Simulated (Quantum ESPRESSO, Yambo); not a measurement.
Planning a run of Yambo 5.3.0 on Bi2SO2 (Pnnm). The input:

```
optics
bss
bse
em1s
dipoles
rim_cut
RandQpts= 1000000
RandGvec= 1 RL
Chimod= "HARTREE"
BSKmod= "SEX"
BSEmod= "resonant"
BSSmod= "d"
BSENGexx= 30 Ry
BSENGBlk= 4 Ry
% BSEQptR
 1 | 1 |
%
% BSEBands
 55 | 68 |
%
% BEnRange
 0 | 5 | eV
%
% BDmRange
 0.1 | 0.1 | eV
%
BEnSteps= 101
% BLongDir
 1 | 0 | 0 |
%
% BndsRnXs
 1 | 111 |
%
NGsBlkXs= 4 Ry
% LongDrXs
 1 | 1 | 1 |
%
% KfnQP_E
 0.882 | 1.0 | 1.0 |
%
WRbsWF
```

```sh
OMP_NUM_THREADS=1 mpirun -n 4 yambo -F bse15.in -J bse15 -C bse15 > bse15.log
```

The stored states that it reads are on a 6×2×6 mesh. It takes space group Pnnm (No. 58, orthorhombic). Conventional cell: a = 3.877 Å, b = 11.964 Å, c = 3.843 Å, α = 90.00°, β = 90.00°, γ = 90.00°. Bi has 4 O at 2.24 to 2.38 Å and 2 S at 3.05 Å nearest. S has 4 Bi at 3.05 Å nearest. Nearest to O lie 4 Bi at 2.24 to 2.38 Å. Farther neighbours and most contacts between anions are not listed.

**Question.** Estimate wall time and host memory on 4 MPI ranks of Arm Neoverse V1, shared host.

It took 21 min; on shared hardware allow 10 min to 41 min. Peak host memory was 4.6 GiB.

The kernel grows as the square of the matrix size, and full diagonalisation as its cube.

[Paths, hosts, dates, memory and timing lines, banners, echoed tables and standing remarks are left out of the program output.]

[Logs are printed without paths, hosts, clocks, repeated set-up lines and the standing remarks that a program may print on its own settings, such as how far it seeks lower states.]

[Runs of the session that timed out or met a known fault of the program may be left out.]

[Hosts, paths, dates, database ids (printed as entryN), source tags and the programs' standing remarks are cut or masked in the printed files.]
